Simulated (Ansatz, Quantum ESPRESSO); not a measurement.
# Al chain with one bond drawn out by 0.6 Å: ballistic transmission, part 2 of 4

Aim: the zero-bias transmission with pwcond for this junction: Al chain with one bond drawn out by 0.6 Å.

Quantum ESPRESSO 7.5; plane-wave DFT, PBE, GBRV ultrasoft pseudopotentials; cross-check by Ansatz 0.2.0 with PAW datasets.

So far. Step 2 (Ground state): The run needed 25 iterations to bring the estimated error under 1e-07 Ry; the largest force on any atom, held or free, is 1.80 eV/Å.

## (3) The open system

Level of this step: transmission by pwcond, lead and junction from one cell; plane-wave DFT, PBE, GBRV ultrasoft pseudopotentials (Quantum ESPRESSO).

prefixt takes both regions from one run: the lead from 0 to bdl, the scattering region from bdl to bds (units of alat). ikind = 1 puts the same lead on both sides. The program's T_tot counts both spins in a run without spin; the tables below give T per spin.

cond.in reads:

```
&inputcond
  outdir = './out'
  prefixt = 'scf'
  tran_file = 'cond.dat'
  bdl = 0.6400000000
  bds = 3.9200000000
  ikind = 1
  ewind = 4.0
  epsproj = 1e-05
  nz1 = 7
  energy0 = 2.0
  denergy = -0.1
/
1
  0.00000000 0.00000000 1.00000000
41
```

Run with:

```
OMP_NUM_THREADS=1 mpirun -n 2 pwcond.x -in cond.in > cond.out
```

Output:

```text
[banner, memory and clock lines left out]
Program PWCOND v.7.5 starts

          URL

     ./out/scf.save/

     IMPORTANT: XC functional enforced from input :
     Exchange-correlation= PBE
                           (   1   4   3   4   0   0   0)
     Any further DFT definition will be discarded
     Please, verify this is what you really want

     negative rho (up, down):  7.913E-06 0.000E+00
     Reading collected, re-writing distributed wavefunctions

===== INPUT FILE containing all the regions =====

     GEOMETRY:

     lattice parameter (alat)  =      14.1729  a.u.
     the volume                =   11160.0582 (a.u.)^3
     the cross section         =     200.8724 (a.u.)^2
     l of the unit cell        =       3.9200 (alat)
     number of atoms/cell      =           12
     number of atomic types    =            1

     crystal axes: (cart. coord. in units of alat)
               a(1) = (  1.0000  0.0000  0.0000 )
               a(2) = (  0.0000  1.0000  0.0000 )
               a(3) = (  0.0000  0.0000  3.9200 )

   Cartesian axes

     site n.     atom                  positions (alat units)
          1        Al     tau(  1)=(  0.5000  0.5000  3.9200  )
          2        Al     tau(  2)=(  0.5000  0.5000  0.3200  )
          3        Al     tau(  3)=(  0.5000  0.5000  0.6400  )
          4        Al     tau(  4)=(  0.5000  0.5000  0.9600  )
          5        Al     tau(  5)=(  0.5000  0.5000  1.2800  )
          6        Al     tau(  6)=(  0.5000  0.5000  1.6000  )
          7        Al     tau(  7)=(  0.5000  0.5000  2.0000  )
          8        Al     tau(  8)=(  0.5000  0.5000  2.3200  )
          9        Al     tau(  9)=(  0.5000  0.5000  2.6400  )
         10        Al     tau( 10)=(  0.5000  0.5000  2.9600  )
         11        Al     tau( 11)=(  0.5000  0.5000  3.2800  )
         12        Al     tau( 12)=(  0.5000  0.5000  3.6000  )

     nr1s                      =           54
     nr2s                      =           54
     nr3s                      =          216
     nr1sx                     =           54
     nr2sx                     =           54
     nr3sx                     =          216
     nr1                       =           60
     nr2                       =           60
     nr3                       =          240
     nr1x                      =           60
     nr2x                      =           60
     nr3x                      =          240

 _______________________________
  Radii of nonlocal spheres:

     type       ibeta     ang. mom.          radius (alat units)
       Al         1         0                    0.1354
       Al         2         1                    0.1354
       Al         3         2                    0.1354
----- General information -----

--- T calc. with identical leads (ikind=1) ---

     nrx                       =           54
     nry                       =           54
     nz1                       =            7

     energy0               =         2.0E+00
     denergy               =        -1.0E-01
     nenergy               =         41
     ecut2d                =         3.4E+01
     ewind                 =         4.0E+00
     epsproj               =         1.0E-05

     number of k_|| points=    1
                       cryst. coord.
        k(    1) = (   0.0000000   0.0000000), wk =   1.0000000
----- Information about left/right lead -----

     nocros                   =            9
     noins                    =            9
     norb                     =           27
     norbf                    =           99
     nrz                      =           35

      iorb      type   ibeta   ang. mom.   m       position (alat)
        1        1       1        0        1   taunew(   1)=(  0.5000  0.5000  0.0000)
        2        1       2        1        1   taunew(   2)=(  0.5000  0.5000  0.0000)
        3        1       2        1        2   taunew(   3)=(  0.5000  0.5000  0.0000)
        4        1       2        1        3   taunew(   4)=(  0.5000  0.5000  0.0000)
        5        1       3        2        1   taunew(   5)=(  0.5000  0.5000  0.0000)
        6        1       3        2        2   taunew(   6)=(  0.5000  0.5000  0.0000)
        7        1       3        2        3   taunew(   7)=(  0.5000  0.5000  0.0000)
        8        1       3        2        4   taunew(   8)=(  0.5000  0.5000  0.0000)
        9        1       3        2        5   taunew(   9)=(  0.5000  0.5000  0.0000)
       10        1       1        0        1   taunew(  10)=(  0.5000  0.5000  0.3200)
       11        1       2        1        1   taunew(  11)=(  0.5000  0.5000  0.3200)
       12        1       2        1        2   taunew(  12)=(  0.5000  0.5000  0.3200)
       13        1       2        1        3   taunew(  13)=(  0.5000  0.5000  0.3200)
       14        1       3        2        1   taunew(  14)=(  0.5000  0.5000  0.3200)
       15        1       3        2        2   taunew(  15)=(  0.5000  0.5000  0.3200)
       16        1       3        2        3   taunew(  16)=(  0.5000  0.5000  0.3200)
       17        1       3        2        4   taunew(  17)=(  0.5000  0.5000  0.3200)
       18        1       3        2        5   taunew(  18)=(  0.5000  0.5000  0.3200)
       19        1       1        0        1   taunew(  19)=(  0.5000  0.5000  0.6400)
       20        1       2        1        1   taunew(  20)=(  0.5000  0.5000  0.6400)
       21        1       2        1        2   taunew(  21)=(  0.5000  0.5000  0.6400)
       22        1       2        1        3   taunew(  22)=(  0.5000  0.5000  0.6400)
       23        1       3        2        1   taunew(  23)=(  0.5000  0.5000  0.6400)
       24        1       3        2        2   taunew(  24)=(  0.5000  0.5000  0.6400)
       25        1       3        2        3   taunew(  25)=(  0.5000  0.5000  0.6400)
       26        1       3        2        4   taunew(  26)=(  0.5000  0.5000  0.6400)
       27        1       3        2        5   taunew(  27)=(  0.5000  0.5000  0.6400)
    k slab    z(k)  z(k+1)     crossing(iorb=1,norb)
    1   0.0000 0.0183 0.0183   111111111000000000000000000
    2   0.0183 0.0366 0.0183   111111111000000000000000000
    3   0.0366 0.0549 0.0183   111111111000000000000000000
    4   0.0549 0.0731 0.0183   111111111000000000000000000
    5   0.0731 0.0914 0.0183   111111111000000000000000000
    6   0.0914 0.1097 0.0183   111111111000000000000000000
    7   0.1097 0.1280 0.0183   111111111000000000000000000
    8   0.1280 0.1463 0.0183   111111111000000000000000000
    9   0.1463 0.1646 0.0183   000000000000000000000000000
   10   0.1646 0.1829 0.0183   000000000000000000000000000
   11   0.1829 0.2011 0.0183   000000000111111111000000000
[...]
85        1       2        1        3   taunew(  85)=(  0.5000  0.5000  2.9600)
       86        1       3        2        1   taunew(  86)=(  0.5000  0.5000  2.9600)
       87        1       3        2        2   taunew(  87)=(  0.5000  0.5000  2.9600)
       88        1       3        2        3   taunew(  88)=(  0.5000  0.5000  2.9600)
       89        1       3        2        4   taunew(  89)=(  0.5000  0.5000  2.9600)
       90        1       3        2        5   taunew(  90)=(  0.5000  0.5000  2.9600)
       91        1       1        0        1   taunew(  91)=(  0.5000  0.5000  3.2800)
       92        1       2        1        1   taunew(  92)=(  0.5000  0.5000  3.2800)
       93        1       2        1        2   taunew(  93)=(  0.5000  0.5000  3.2800)
       94        1       2        1        3   taunew(  94)=(  0.5000  0.5000  3.2800)
       95        1       3        2        1   taunew(  95)=(  0.5000  0.5000  3.2800)
       96        1       3        2        2   taunew(  96)=(  0.5000  0.5000  3.2800)
       97        1       3        2        3   taunew(  97)=(  0.5000  0.5000  3.2800)
       98        1       3        2        4   taunew(  98)=(  0.5000  0.5000  3.2800)
       99        1       3        2        5   taunew(  99)=(  0.5000  0.5000  3.2800)
 ngper, shell number =          545          70
 ngper, n2d =          545         123
---  E-Ef =    2.0000000  k =    0.0000000   0.0000000
---  ie =          1  ik =          1
 Nchannels of the left tip =            3
 Right moving states:
   k1(2pi/a)   k2(2pi/a)   E-Ef (eV)
   0.1567092   0.0000076   2.0000000
  -0.3733362   0.0000027   2.0000000
  -0.3733362   0.0000027   2.0000000
 Left moving states:
   k1(2pi/a)   k2(2pi/a)   E-Ef (eV)
  -0.1567092   0.0000076   2.0000000
   0.3733362   0.0000027   2.0000000
   0.3733362   0.0000027   2.0000000

 to transmit
 Band j to band i transmissions and reflections:
    j         i     |T_ij|^2    |R_ij|^2

    1 -->     1     0.66996     0.33004
    1 -->     2     0.00000     0.00000
    1 -->     3     0.00000     0.00000
   Total T_j, R_j =    0.66996  0.33004

    2 -->     1     0.00000     0.00000
    2 -->     2     0.77377     0.03022
    2 -->     3     0.00000     0.19601
   Total T_j, R_j =    0.77377  0.22623

    3 -->     1     0.00000     0.00000
    3 -->     2     0.00000     0.19601
    3 -->     3     0.77377     0.03022
   Total T_j, R_j =    0.77377  0.22623

E-Ef(ev), T(x2 spins) =    2.0000000   4.4349822
---  E-Ef =    1.9000000  k =    0.0000000   0.0000000
---  ie =          2  ik =          1
 Nchannels of the left tip =            3
 Right moving states:
   k1(2pi/a)   k2(2pi/a)   E-Ef (eV)
   0.1476730   0.0000076   1.9000000
  -0.3865884   0.0000027   1.9000000
  -0.3865884   0.0000027   1.9000000
 Left moving states:
   k1(2pi/a)   k2(2pi/a)   E-Ef (eV)
  -0.1476730   0.0000076   1.9000000
   0.3865884   0.0000027   1.9000000
   0.3865884   0.0000027   1.9000000

 to transmit
 Band j to band i transmissions and reflections:
    j         i     |T_ij|^2    |R_ij|^2

    1 -->     1     0.65261     0.34739
    1 -->     2     0.00000     0.00000
    1 -->     3     0.00000     0.00000
   Total T_j, R_j =    0.65261  0.34739

    2 -->     1     0.00000     0.00000
    2 -->     2     0.76831     0.03322
    2 -->     3     0.00000     0.19846
   Total T_j, R_j =    0.76831  0.23169

    3 -->     1     0.00000     0.00000
    3 -->     2     0.00000     0.19846
    3 -->     3     0.76831     0.03322
   Total T_j, R_j =    0.76831  0.23169

E-Ef(ev), T(x2 spins) =    1.9000000   4.3784651
---  E-Ef =    1.8000000  k =    0.0000000   0.0000000
---  ie =          3  ik =          1
 Nchannels of the left tip =            3
 Right moving states:
   k1(2pi/a)   k2(2pi/a)   E-Ef (eV)
   0.1384582   0.0000076   1.8000000
  -0.4001286   0.0000027   1.8000000
  -0.4001286   0.0000027   1.8000000
 Left moving states:
   k1(2pi/a)   k2(2pi/a)   E-Ef (eV)
  -0.1384582   0.0000076   1.8000000
   0.4001286   0.0000027   1.8000000
   0.4001286   0.0000027   1.8000000

 to transmit
 Band j to band i transmissions and reflections:
    j         i     |T_ij|^2    |R_ij|^2

    1 -->     1     0.63245     0.36755
    1 -->     2     0.00000     0.00000
    1 -->     3     0.00000     0.00000
   Total T_j, R_j =    0.63245  0.36755

    2 -->     1     0.00000     0.00000
    2 -->     2     0.76140     0.03544
    2 -->     3     0.00000     0.20316
   Total T_j, R_j =    0.76140  0.23860

    3 -->     1     0.00000     0.00000
    3 -->     2     0.00000     0.20316
    3 -->     3     0.76140     0.03544
   Total T_j, R_j =    0.76140  0.23860

E-Ef(ev), T(x2 spins) =    1.8000000   4.3105073
[... further energies and points left out ...]
---  E-Ef =   -1.8000000  k =    0.0000000   0.0000000
---  ie =         39  ik =          1
 Nchannels of the left tip =            1
 Right moving states:
   k1(2pi/a)   k2(2pi/a)   E-Ef (eV)
  -0.1030846   0.0000078  -1.8000000
 Left moving states:
   k1(2pi/a)   k2(2pi/a)   E-Ef (eV)
   0.1030846   0.0000078  -1.8000000

 to transmit
 Band j to band i transmissions and reflections:
    j         i     |T_ij|^2    |R_ij|^2

    1 -->     1     0.93796     0.06204
   Total T_j, R_j =    0.93796  0.06204

E-Ef(ev), T(x2 spins) =   -1.8000000   1.8759297
---  E-Ef =   -1.9000000  k =    0.0000000   0.0000000
---  ie =         40  ik =          1
 Nchannels of the left tip =            1
 Right moving states:
   k1(2pi/a)   k2(2pi/a)   E-Ef (eV)
  -0.1157281   0.0000078  -1.9000000
 Left moving states:
   k1(2pi/a)   k2(2pi/a)   E-Ef (eV)
   0.1157281   0.0000078  -1.9000000

 to transmit
 Band j to band i transmissions and reflections:
    j         i     |T_ij|^2    |R_ij|^2

    1 -->     1     0.92534     0.07466
   Total T_j, R_j =    0.92534  0.07466

E-Ef(ev), T(x2 spins) =   -1.9000000   1.8506840
---  E-Ef =   -2.0000000  k =    0.0000000   0.0000000
---  ie =         41  ik =          1
 Nchannels of the left tip =            1
 Right moving states:
   k1(2pi/a)   k2(2pi/a)   E-Ef (eV)
  -0.1279681   0.0000078  -2.0000000
 Left moving states:
   k1(2pi/a)   k2(2pi/a)   E-Ef (eV)
   0.1279681   0.0000078  -2.0000000

 to transmit
 Band j to band i transmissions and reflections:
    j         i     |T_ij|^2    |R_ij|^2

    1 -->     1     0.91219     0.08781
   Total T_j, R_j =    0.91219  0.08781

E-Ef(ev), T(x2 spins) =   -2.0000000   1.8243788
   T_tot     2.00000      0.44350E+01
   T_tot     1.90000      0.43785E+01
   T_tot     1.80000      0.43105E+01
   T_tot     1.70000      0.42267E+01
   T_tot     1.60000      0.41230E+01
   T_tot     1.50000      0.39967E+01
   T_tot     1.40000      0.38474E+01
   T_tot     1.30000      0.36752E+01
   T_tot     1.20000      0.34645E+01
   T_tot     1.10000      0.33234E+01
   T_tot     1.00000      0.30963E+01
   T_tot     0.90000      0.28069E+01
   T_tot     0.80000      0.26699E+01
   T_tot     0.70000      0.27017E+01
   T_tot     0.60000      0.27276E+01
   T_tot     0.50000      0.27450E+01
   T_tot     0.40000      0.27771E+01
   T_tot     0.30000      0.28679E+01
   T_tot     0.20000      0.30551E+01
   T_tot     0.10000      0.33179E+01
   T_tot    -0.00000      0.35116E+01
   T_tot    -0.10000      0.34139E+01
   T_tot    -0.20000      0.29616E+01
   T_tot    -0.30000      0.23365E+01
   T_tot    -0.40000      0.00000E+00
   T_tot    -0.50000      0.00000E+00
   T_tot    -0.60000      0.00000E+00
   T_tot    -0.70000      0.00000E+00
   T_tot    -0.80000      0.00000E+00
   T_tot    -0.90000      0.00000E+00
   T_tot    -1.00000      0.00000E+00
   T_tot    -1.10000      0.00000E+00
   T_tot    -1.20000      0.00000E+00
   T_tot    -1.30000      0.00000E+00
   T_tot    -1.40000      0.19399E+01
   T_tot    -1.50000      0.19344E+01
   T_tot    -1.60000      0.19190E+01
   T_tot    -1.70000      0.18991E+01
   T_tot    -1.80000      0.18759E+01
   T_tot    -1.90000      0.18507E+01
   T_tot    -2.00000      0.18244E+01

Note: The following floating-point exceptions are signalling: IEEE_UNDERFLOW_FLAG
Note: The following floating-point exceptions are signalling: IEEE_UNDERFLOW_FLAG
```

The job ended after 2.3 min (2 MPI ranks of Arm Neoverse V2, shared host; peak memory 0.3 GiB).

Read from the output:

* lead channels at the Fermi level, one spin: 2
* transmission at the Fermi level, one spin: 1.756
* conductance: 1.756 G₀

Per spin. The open channels by energy, zero at the Fermi level:

energy (eV), open channels and a bar:
```
    -2.00       1.00 ##########
    -1.80       1.00 ##########
    -1.60       1.00 ##########
    -1.40       1.00 ##########
    -1.20       0.00 
    -1.00       0.00 
    -0.90       0.00 
    -0.70       0.00 
    -0.50       0.00 
    -0.30       2.00 ####################
    -0.10       2.00 ####################
     0.00       2.00 ####################
     0.10       2.00 ####################
     0.30       2.00 ####################
     0.50       2.00 ####################
     0.70       2.00 ####################
     0.90       3.00 ##############################
     1.00       3.00 ##############################
     1.20       3.00 ##############################
     1.40       3.00 ##############################
     1.60       3.00 ##############################
     1.80       3.00 ##############################
     2.00       3.00 ##############################
```

Per spin. The transmission by energy, zero at the Fermi level:

```
energy (eV)  transmission
      -2.00         0.912
      -1.80         0.938
      -1.60         0.960
      -1.40         0.970
      -1.20             0
      -1.00             0
      -0.90             0
      -0.70             0
      -0.50             0
      -0.30          1.17
      -0.10          1.71
       0.00          1.76
       0.10          1.66
       0.30          1.43
       0.50          1.37
       0.70          1.35
       0.90          1.40
       1.00          1.55
       1.20          1.73
       1.40          1.92
       1.60          2.06
       1.80          2.16
       2.00          2.22
```

The program's own clock; routines nest. Time by routine:

```
     routine  wall time (s)  calls
      PWCOND          137.4      1
scatter_forw          114.4     82
       local          13.71      1
      compbs           7.62     41
    compbs_2           6.23     41
        init           0.74      1
       poten           0.09      1
```

At no point does T exceed the number of channels.

[end of part 2 of 4]

[Logs are printed without paths, hosts, clocks, repeated set-up lines and the standing remarks that a program may print on its own settings, such as how far it seeks lower states.]

[Hosts, paths, dates, database ids (printed as entryN), source tags and the programs' standing remarks are cut or masked in the printed files.]

[Maps of the electrostatic potential energy from Ansatz leave out the sawtooth potential of an applied field or a dipole correction, so their vacuum need not be flat; planar profiles and work functions include it.]
